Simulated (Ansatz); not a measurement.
# Slab bands of Ag(111)-(√3×√3)R30°-Sb surface alloy, part 2 of 3

Wanted: the bands of Ag(111)-(√3×√3)R30°-Sb surface alloy, and its levels against the vacuum.

Ansatz 0.2.0; plane-wave DFT, PBE, Ansatz PAW (the session's first sound run).

So far, work function, upper face (eV): step 2 (relaxation) 4.28.

### Step 3. Bands and layer weights

Projections on the atoms tell how each level spreads over the atomic layers. In a slab this thin or layered, weight on the outer layers doesn't make a level a surface state.

input.yaml reads:

```yaml
crystal:
  lattice:
    - [5.009206524, 0.0, 0.0]
    - [2.504603262, 4.3381001026, 0.0]
    - [0.0, 0.0, 28.0454504039]
  atoms:
    - { symbol: Ag, position: [1.7e-09, 0.3333333317, 0.3209076649] }
    - { symbol: Ag, position: [0.3333333317, 0.6666666667, 0.3209076649] }
    - { symbol: Ag, position: [0.6666666667, 1.7e-09, 0.3209076649] }
    - { symbol: Ag, position: [0.0, 0.0, 0.4051053714] }
    - { symbol: Ag, position: [0.3333333333, 0.3333333333, 0.4051053714] }
    - { symbol: Ag, position: [0.6666666667, 0.6666666667, 0.4051053714] }
    - { symbol: Ag, position: [0.0017300044, 0.6666666667, 0.4911137101] }
    - { symbol: Ag, position: [0.331603329, 0.0017300044, 0.4911137101] }
    - { symbol: Ag, position: [0.6666666667, 0.331603329, 0.4911137101] }
    - { symbol: Ag, position: [-0.0019389111, 0.3352722444, 0.5769325643] }
    - { symbol: Ag, position: [0.3352722444, 0.6666666667, 0.5769325643] }
    - { symbol: Ag, position: [0.6666666667, -0.0019389111, 0.5769325643] }
    - { symbol: Ag, position: [0.0, 0.0, 0.6660307043] }
    - { symbol: Ag, position: [0.3333333333, 0.3333333333, 0.6660307043] }
    - { symbol: Sb, position: [0.6666666667, 0.6666666667, 0.6707565214] }
kpoints:
  mp_grid: { grid: [12, 12, 1] }
  band_path:
    path: [[0, 0, 0], [0.5, 0, 0], [0.66666667, 0.33333333, 0], [0, 0, 0]]
    npoints: 24
hamiltonian:
  xc: pbe
scf:
  occupations: { method: fermi_dirac, width: 0.05 }
  convergence: { dr2_threshold: 1.0e-09 }
efield:
  axis: 3
  dipole_correction: true
  ramp_position: 0.97
  ramp_width: 0.06
output:
  fatbands: true
  dos: { projected: true, e_range: [-8, 5] }
  write_potential: true
  write_density: true
  volumetric_format: npy
  elf: true
```

The run is started by

```console
$ ansatz run input.yaml --threads 8 --pin off --max-ram 12288MiB --backend cpu --events-out ev --progress --plain --runs-dir out
```

Numbers of over 12 decimals in the logs are rounded to 6 here.

The program printed:

```text
[...]
Crystal: 15 atoms, lattice volume = 609.440 Å³
Basis set: ecut = 420 eV, 12003 PW (Γ)
Bands: 169, of which v1, the nominal top of the filled ones, is band 141 counted from 1 (140 counted from 0)
Symmetry: 6 space group operations
[...]
k-points: 19 of 144 (time reversal used)
[...]
SCF iter   1: F=—  HF=-112750.637191 eV  |F-HF|=—  |Δ(HF+E_count)|=         —  Δρ=1.09e-3  dr2=1.87e-2  ethr=1.77e-3  p=0.005 e·Å  D=1.45e-3 V/Å  ΔV_dip=-0.04 eV  dr2_dipole=1.58e-3  V_vac-E_F(+/−)=4.31/4.35 eV  ⟨swp⟩=6.6  Hψ=12724  notcnv=0  defer=243
[...]
SCF iter  10: F=-112750.653896 eV  HF=-112750.653896 eV  |F-HF|=8.29e-10  |Δ(HF+E_count)|=  1.60e-10  Δρ=1.55e-7  dr2=1.93e-10  ethr=1.00e-12  p=0.018 e·Å  D=5.34e-3 V/Å  ΔV_dip=-0.15 eV  dr2_dipole=2.05e-12  V_vac-E_F(+/−)=4.26/4.41 eV  ⟨swp⟩=15.2  Hψ=13992  notcnv=0
SCF 1 converged in 10 iterations: F = -112750.653896 eV  dr2 = 1.93e-10
[...]
NSCF: frozen V_eff on 73 k-points
efield: sawtooth ramp at fractional position 0.9700 (kept from the solve that this one continues, or follows in the run), width 0.0600; the density the first Hamiltonian is built on has a dipole p = 0.018 e·Å; the dipole correction subtracts the counter field D = 5.34e-3 V/Å, which shifts the + side's vacuum level by -0.15 eV against the − side's; the planar-averaged density in the ramp window peaks in size at 7.9e-7 e/Å³
[...]
SCF converged after 10 iterations
Free energy (F): -112750.653896 eV
[...]
Internal energy: -112750.625299 eV  (E = F + TS)
E sigma→0 (E₀):  -112750.639597 eV
Entropy (-TS):   -0.028597 eV (-1.906 meV/atom)
Fermi energy:    4.917451 eV
Dipole field:    D = 0.005345 V/Å  (p = 0.018000 e·Å, saw-weighted, corrected)
Work function:   Φ+ = 4.2638 eV   Φ− = 4.4137 eV
[...]
--- Band table (eV; the first three rows and the last of 19) ---
  k-point 0: bands = [... 137 lower, 4.6317, 5.5130, 5.5130, 7.3935, 7.3935, 7.7854, 8.1422, 8.2026, ... 24 higher]
  k-point 1: bands = [... 137 lower, 4.7264, 5.2100, 5.4788, 6.9300, 7.2392, 7.5598, 7.6177, 7.7804, ... 24 higher]
  k-point 2: bands = [... 137 lower, 4.6212, 5.0186, 5.4264, 5.7537, 6.4972, 6.8827, 7.1033, 7.4426, ... 24 higher]
  k-point 18: bands = [... 137 lower, 2.5547, 2.9812, 2.9812, 3.9594, 4.6429, 4.6429, 5.5467, 6.6334, ... 24 higher]
```

It took 3.4 min on 8 threads of Arm Neoverse V2, shared host; peak memory 7.1 GiB; 27 min of CPU time.

The column dr2 measures how far the density is from self-consistency, as an energy; F and HF (Harris–Foulkes) agree once it is small.

Numbers from this step:

```yaml
energy_at_zero_smearing: -112750.6396 eV
work_function_upper_face: 4.264 eV
work_function_lower_face: 4.414 eV
dipole_along_the_normal: 0.01800 e·Å
step_between_the_vacuum_levels: -0.1499 eV
```

The density of states has structure finer than the step of the table below, so its rows give means over 0.25 eV, whole bins alone (the curve runs from -8 to 2 eV). Peaks (eV: height): -4.740: 74.2, -4.580: 63.8, -4.510: 65.0, -4.450: 66.5, -3.990: 65.5, -3.210: 85.5, -3.080: 83.9.

The density of states by energy, zero at the Fermi level; means over each step:

| energy (eV) | density of states (states/eV a cell) |
| --- | --- |
| -7.50 | 0.00179 |
| -7.25 | 0.704 |
| -7.00 | 0.893 |
| -6.75 | 1.04 |
| -6.50 | 2.42 |
| -6.25 | 11.5 |
| -6.00 | 29.3 |
| -5.75 | 42.6 |
| -5.50 | 41.2 |
| -5.25 | 35.6 |
| -5.00 | 42.7 |
| -4.75 | 49.3 |
| -4.50 | 54.2 |
| -4.25 | 41.4 |
| -4.00 | 48.0 |
| -3.75 | 47.2 |
| -3.50 | 44.5 |
| -3.25 | 42.9 |
| -3.00 | 42.4 |
| -2.75 | 10.5 |
| -2.50 | 2.93 |
| -2.25 | 3.21 |
| -2.00 | 6.52 |
| -1.75 | 4.42 |
| -1.50 | 3.15 |
| -1.25 | 4.48 |
| -1.00 | 4.29 |
| -0.75 | 3.31 |
| -0.50 | 4.52 |
| -0.25 | 4.49 |
| 0.00 | 3.77 |
| 0.25 | 5.68 |
| 0.50 | 4.52 |
| 0.75 | 3.95 |
| 1.00 | 3.83 |
| 1.25 | 3.97 |
| 1.50 | 6.10 |
| 1.75 | 3.14 |

Projected DOS per atom over height of the atomic layer and energy from the Fermi level. Layers: Ag3 Ag3 Ag3 Ag3 Ag2Sb from below.

Ten even steps from '_' (0.00 states/eV) to '@' (4.07 states/eV), each cell a mean:
```
__________
__________
__________
________..
__________
__________
__________
________..
________..
__________
----::....
@@@@%%**..
@@**##@@==
%%****##**
%%@@%%%%**
++++****##
**%%++##++
::####**--
______....
__________
__________
__________
```
Columns: height of the atomic layer (Å) from 9 to 18.7; rows upwards: energy from the Fermi level (eV) from -7.96 to 1.95.

Electronic bands along the path, in eV, zero at the Fermi level:

| point | band 138 | band 139 | band 140 | band 141 | band 142 | band 143 | band 144 | band 145 |
| --- | --- | --- | --- | --- | --- | --- | --- | --- |
| Γ | -0.29 | 0.60 | 0.60 | 2.48 | 2.48 | 2.87 | 3.22 | 3.29 |
| halfway | -0.90 | -0.32 | 0.28 | 0.40 | 0.70 | 1.35 | 1.67 | 1.87 |
| M | -1.96 | -1.28 | -0.76 | -0.28 | 0.24 | 0.40 | 1.05 | 1.12 |
| halfway | -2.20 | -1.37 | -1.17 | -0.66 | -0.57 | 0.25 | 0.90 | 1.27 |
| K | -2.36 | -1.94 | -1.94 | -0.96 | -0.27 | -0.27 | 0.63 | 1.72 |
| halfway | -1.01 | -0.29 | -0.28 | 0.35 | 0.48 | 0.81 | 1.55 | 1.69 |
| Γ | -0.29 | 0.60 | 0.60 | 2.48 | 2.48 | 2.87 | 3.22 | 3.29 |

ELF in the ca plane at fractional y = 0.667, with atoms of Ag and Sb within 0.2 Å of it. It is the smooth field of the valence electrons, not physical close to the nuclei.

Values, 7 rows by 16 columns, each cell a mean:
```
0.20 0.18 0.39 0.52 0.19 0.17 0.18 0.34 0.43 0.40 0.10 0.01 0.00 0.00 0.00 0.00
0.54 0.33 0.19 0.20 0.16 0.16 0.29 0.29 0.20 0.58 0.26 0.02 0.00 0.00 0.00 0.00
0.66 0.39 0.19 0.17 0.16 0.17 0.32 0.23 0.10 0.58 0.30 0.02 0.00 0.00 0.00 0.00
0.29 0.21 0.17 0.17 0.20 0.42 0.25 0.36 0.39 0.52 0.16 0.01 0.00 0.00 0.00 0.00
0.18 0.16 0.16 0.19 0.28 0.71 0.33 0.25 0.32 0.21 0.05 0.00 0.00 0.00 0.00 0.00
0.17 0.17 0.22 0.27 0.21 0.44 0.23 0.17 0.18 0.12 0.03 0.00 0.00 0.00 0.00 0.00
0.17 0.18 0.45 0.60 0.20 0.19 0.15 0.18 0.22 0.14 0.03 0.00 0.00 0.00 0.00 0.00
```
Columns run along c (16.0 Å, from fractional 0.38 to 0.95 of the cell), rows up along a (5.0 Å). Atoms in or near the plane, at fractional coordinates: Ag at (0.41, 0.67), Ag at (0.49, 0.00), Ag at (0.58, 0.34), Sb at (0.67, 0.67).

Electrostatic potential energy in the ca plane at fractional y = 0.667, with atoms of Ag and Sb within 0.2 Å of it. With pseudopotentials it is smooth inside the atoms' cores, unlike the true potential.

Values in eV, 7 rows by 16 columns, each cell a mean:
```
  2   5 -14 -22   4   6   7   3  -1   7   9   9   9   9   9   9
-23  -9   4   2   7   6   6 -13 -20   2   9   9   9   9   9   9
-29 -14   7   7   8   5   6 -16 -21   0   9   9   9   9   9   9
 -7   1   7   6   3 -17  -1  -3 -10   6   9   9   9   9   9   9
  6   8   7   7  -4 -31 -10   6   6   8   9   9   9   9   9   9
  6   7   0  -4   1 -18  -1   6   6   8   9   9   9   9   9   9
  6   6 -18 -26   3   5   7   7   6   8   9   9   9   9   9   9
```
Columns run along c (16.0 Å, from fractional 0.38 to 0.95 of the cell; values clipped at the 3rd and 97th percentile), rows up along a (5.0 Å). Atoms in or near the plane, at fractional coordinates: Ag at (0.41, 0.67), Ag at (0.49, 0.00), Ag at (0.58, 0.34), Sb at (0.67, 0.67).

Valence density in the ca plane at fractional y = 0.667, with atoms of Ag and Sb within 0.2 Å of it. It is the smooth field of the valence electrons, not physical close to the nuclei.

Ten steps, logarithmic in the rise over the least value, from '0' (0 e/Å³) to '9' (19 e/Å³), each cell a mean:
```
11111258986211111101111110000000000000000000
23321135663111111111123221000000000000000000
57752112221111111111356532100000000000000000
79974111111001111112479852100000000000000000
79974111111001111112489852100000000000000000
57752111111111222112356532100000000000000000
23321111111113565211223321000000000000000000
11111011111126897421111110000000000000000000
11110001111137998521111110000000000000000000
11111011111125887411111100000000000000000000
11111123442113454211111100000000000000000000
11111147875211121100111100000000000000000000
11111258996311111000111100000000000000000000
```
Columns run along c (16.0 Å, from fractional 0.38 to 0.95 of the cell), rows up along a (5.0 Å). Atoms in or near the plane, at fractional coordinates: Ag at (0.41, 0.67), Ag at (0.49, 0.00), Ag at (0.58, 0.34), Sb at (0.67, 0.67).

The work function of the upper face is 4.26 eV.

### Step 4. With spin-orbit coupling

This step: plane-wave DFT, PBE, fully relativistic PAW with spin-orbit coupling (Ansatz 0.2.0).

Heavy atoms split their bands by spin-orbit coupling, so the bands are run again with fully relativistic files.

input.yaml, as its differences from that of step 3:

```diff
@@ -21,12 +21,11 @@
     - { symbol: Sb, position: [0.6666666667, 0.6666666667, 0.6707565214] }
-kpoints:
-  mp_grid: { grid: [12, 12, 1] }
-  band_path:
-    path: [[0, 0, 0], [0.5, 0, 0], [0.66666667, 0.33333333, 0], [0, 0, 0]]
-    npoints: 24
 hamiltonian:
   xc: pbe
+  pseudopotentials: { kind: paw_fr }
+magnetization:
+  noncollinear: true
+  spin_orbit: true
 scf:
   occupations: { method: fermi_dirac, width: 0.05 }
-  convergence: { dr2_threshold: 1.0e-09 }
+  convergence: { dr2_threshold: 1.0e-08 }
 efield:
@@ -38,3 +37,2 @@
   fatbands: true
-  dos: { projected: true, e_range: [-8, 5] }
   write_potential: true
@@ -42,2 +40,6 @@
   volumetric_format: npy
-  elf: true
+kpoints:
+  mp_grid: { grid: [12, 12, 1] }
+  band_path:
+    path: [[0, 0, 0], [0.5, 0, 0], [0.66666667, 0.33333333, 0], [0, 0, 0]]
+    npoints: 14
```

The program printed:

```text
[...]
non-collinear run that drives no moment, with spin-orbit: no starting moment large enough to seed its density (crystal.atoms[].spin), no starting occupations that ask for one, no magnetisation constraint and no magnetic field, so the semilocal B_xc is pinned to zero
Crystal: 15 atoms, lattice volume = 609.440 Å³
Basis set: ecut = 420 eV, 12003 PW (Γ)
Bands: 338, of which v1, the nominal top of the filled ones, is band 281 counted from 1 (280 counted from 0)
Symmetry: 6 space group operations + 6 with time reversal
[...]
k-points: 19 of 144 (time reversal used)
Projection manifold: j_resolved (fully-relativistic pseudo-atomic orbitals)
[...]
SCF iter   1: F=—  HF=-112789.197195 eV  |F-HF|=—  |Δ(HF+E_count)|=         —  Δρ=4.17e-2  dr2=1.21e1  dr2_m=0.00e0 (ungated)  ethr=3.10e-3  |M|=0.00e0 ∫|m|=0.00e0 μB  |m|>n=0.0e0 m-floor=0.0e0 τ_xc=0.0e0  β_m=1.00  p=-0.000 e·Å  D=-2.18e-7 V/Å  ΔV_dip=0.00 eV  dr2_dipole=3.33e-3  V_vac-E_F(+/−)=4.59/4.59 eV  ⟨swp⟩=9.1  Hψ=32956  notcnv=0  defer=687
[...]
spin=Noncollinear: LDOS preconditioning applied to the charge; magnetization (m_x, m_y, m_z) channels mix plain (no charge-response kernel on spin).
SCF iter   2: F=—  HF=-112791.956424 eV  |F-HF|=—  |Δ(HF+E_count)|=    2.76e0  Δρ=6.22e-2  dr2=1.94e1  dr2_m=0.00e0 (ungated)  ethr=3.10e-3  |M|=0.00e0 ∫|m|=0.00e0 μB  |m|>n=0.0e0 m-floor=0.0e0 τ_xc=0.0e0  β_m=0.56  p=0.002 e·Å  D=5.52e-4 V/Å  ΔV_dip=-0.02 eV  dr2_dipole=1.41e-1  V_vac-E_F(+/−)=4.50/4.51 eV  ⟨swp⟩=3.0  Hψ=16009  notcnv=0  defer=854
[...]
SCF iter  11: F=-112785.978013 eV  HF=-112785.978013 eV  |F-HF|=2.07e-9  |Δ(HF+E_count)|=   1.54e-8  Δρ=7.70e-7  dr2=4.12e-9  dr2_m=0.00e0 (ungated)  ethr=3.56e-12  |M|=0.00e0 ∫|m|=0.00e0 μB  |m|>n=0.0e0 m-floor=0.0e0 τ_xc=0.0e0  p=0.019 e·Å  D=5.57e-3 V/Å  ΔV_dip=-0.16 eV  dr2_dipole=9.78e-11  V_vac-E_F(+/−)=4.26/4.42 eV  ⟨swp⟩=15.1  Hψ=28939  notcnv=0
SCF 1 converged in 11 iterations: F = -112785.978013 eV  dr2 = 4.12e-9
[...]
SCF converged after 11 iterations
Magnetization: |M| = 0.0000 μB,  M = (+0.0000, +0.0000, +0.0000) μB
Absolute magnetization: 0.0000 μB (∫|m|)
  site 0: m = (+0.0000, +0.0000, +0.0000) μB, |m| = 0.0000 μB  (R = 1.19 Å)
  site 1: m = (+0.0000, +0.0000, +0.0000) μB, |m| = 0.0000 μB  (R = 1.19 Å)
  site 2: m = (+0.0000, +0.0000, +0.0000) μB, |m| = 0.0000 μB  (R = 1.19 Å)
  site 3: m = (+0.0000, +0.0000, +0.0000) μB, |m| = 0.0000 μB  (R = 1.19 Å)
  site 4: m = (+0.0000, +0.0000, +0.0000) μB, |m| = 0.0000 μB  (R = 1.19 Å)
  site 5: m = (+0.0000, +0.0000, +0.0000) μB, |m| = 0.0000 μB  (R = 1.19 Å)
  site 6: m = (+0.0000, +0.0000, +0.0000) μB, |m| = 0.0000 μB  (R = 1.19 Å)
  site 7: m = (+0.0000, +0.0000, +0.0000) μB, |m| = 0.0000 μB  (R = 1.19 Å)
  site 8: m = (+0.0000, +0.0000, +0.0000) μB, |m| = 0.0000 μB  (R = 1.19 Å)
  site 9: m = (+0.0000, +0.0000, +0.0000) μB, |m| = 0.0000 μB  (R = 1.19 Å)
  site 10: m = (+0.0000, +0.0000, +0.0000) μB, |m| = 0.0000 μB  (R = 1.19 Å)
  site 11: m = (+0.0000, +0.0000, +0.0000) μB, |m| = 0.0000 μB  (R = 1.19 Å)
  site 12: m = (+0.0000, +0.0000, +0.0000) μB, |m| = 0.0000 μB  (R = 1.19 Å)
  site 13: m = (+0.0000, +0.0000, +0.0000) μB, |m| = 0.0000 μB  (R = 1.19 Å)
  site 14: m = (+0.0000, +0.0000, +0.0000) μB, |m| = 0.0000 μB  (R = 1.19 Å)
Free energy (F): -112785.978013 eV
[...]
Internal energy: -112785.949437 eV  (E = F + TS)
E sigma→0 (E₀):  -112785.963725 eV
Entropy (-TS):   -0.028576 eV (-1.905 meV/atom)
Fermi energy:    4.916358 eV
Dipole field:    D = 0.005559 V/Å  (p = 0.018722 e·Å, saw-weighted, corrected)
Work function:   Φ+ = 4.2638 eV   Φ− = 4.4197 eV
[...]
--- Band table (eV; the first three rows and the last of 19) ---
  k-point 0: bands = [... 277 lower, 5.4193, 5.6043, 5.6043, 7.3067, 7.3067, 7.4682, 7.4682, 7.7944, ... 53 higher]
  k-point 1: bands = [... 277 lower, 5.1945, 5.4693, 5.5191, 6.9164, 6.9387, 7.2280, 7.2391, 7.5411, ... 53 higher]
  k-point 2: bands = [... 277 lower, 5.0229, 5.4070, 5.4481, 5.7490, 5.7607, 6.4711, 6.5164, 6.8727, ... 53 higher]
  k-point 18: bands = [... 277 lower, 2.9807, 2.9859, 3.0119, 3.9641, 3.9641, 4.6354, 4.6354, 4.6398, ... 53 higher]
```

The job ended after 25 min (8 threads; peak memory 12 GiB).

Numbers from this step:

| Quantity | Value |
| --- | --- |
| energy at zero smearing | -112785.9637 eV |
| work function, lower face | 4.420 eV |
| dipole along the normal | 0.01872 e·Å |
| step between the vacuum levels | -0.1559 eV |

The electronic bands at the labelled points (eV, zero at the Fermi level):

| point | band 279 | band 280 | band 281 | band 282 | band 283 | band 284 | band 285 | band 286 |
| --- | --- | --- | --- | --- | --- | --- | --- | --- |
| Γ | 0.69 | 0.69 | 2.39 | 2.39 | 2.55 | 2.55 | 2.88 | 2.88 |
| halfway | 0.25 | 0.30 | 0.39 | 0.42 | 0.69 | 0.71 | 1.34 | 1.34 |
| M | -0.76 | -0.76 | -0.28 | -0.28 | 0.24 | 0.24 | 0.40 | 0.40 |
| halfway | -1.17 | -1.15 | -0.66 | -0.65 | -0.57 | -0.57 | 0.24 | 0.27 |
| K | -1.93 | -1.90 | -0.95 | -0.95 | -0.28 | -0.28 | -0.28 | -0.26 |
| halfway | -0.27 | -0.27 | 0.32 | 0.37 | 0.48 | 0.48 | 0.81 | 0.81 |
| Γ | 0.69 | 0.69 | 2.39 | 2.39 | 2.55 | 2.55 | 2.88 | 2.88 |

The work function of the upper face is 4.26 eV.

(Continued in part 3 of 3.)

[Logs are printed without paths, hosts, clocks, repeated set-up lines and the standing remarks that a program may print on its own settings, such as how far it seeks lower states.]

[Hosts, paths, dates, database ids (printed as entryN), source tags and the programs' standing remarks are cut or masked in the printed files.]

[Maps of the electrostatic potential energy from Ansatz leave out the sawtooth potential of an applied field or a dipole correction, so their vacuum need not be flat; planar profiles and work functions include it.]

[The density of states shown here was stored with 400 of the rows of the run's finer table, so its peaks can read low, often by over a quarter, or be missed, and its means over a window can be off by a tenth or more.]
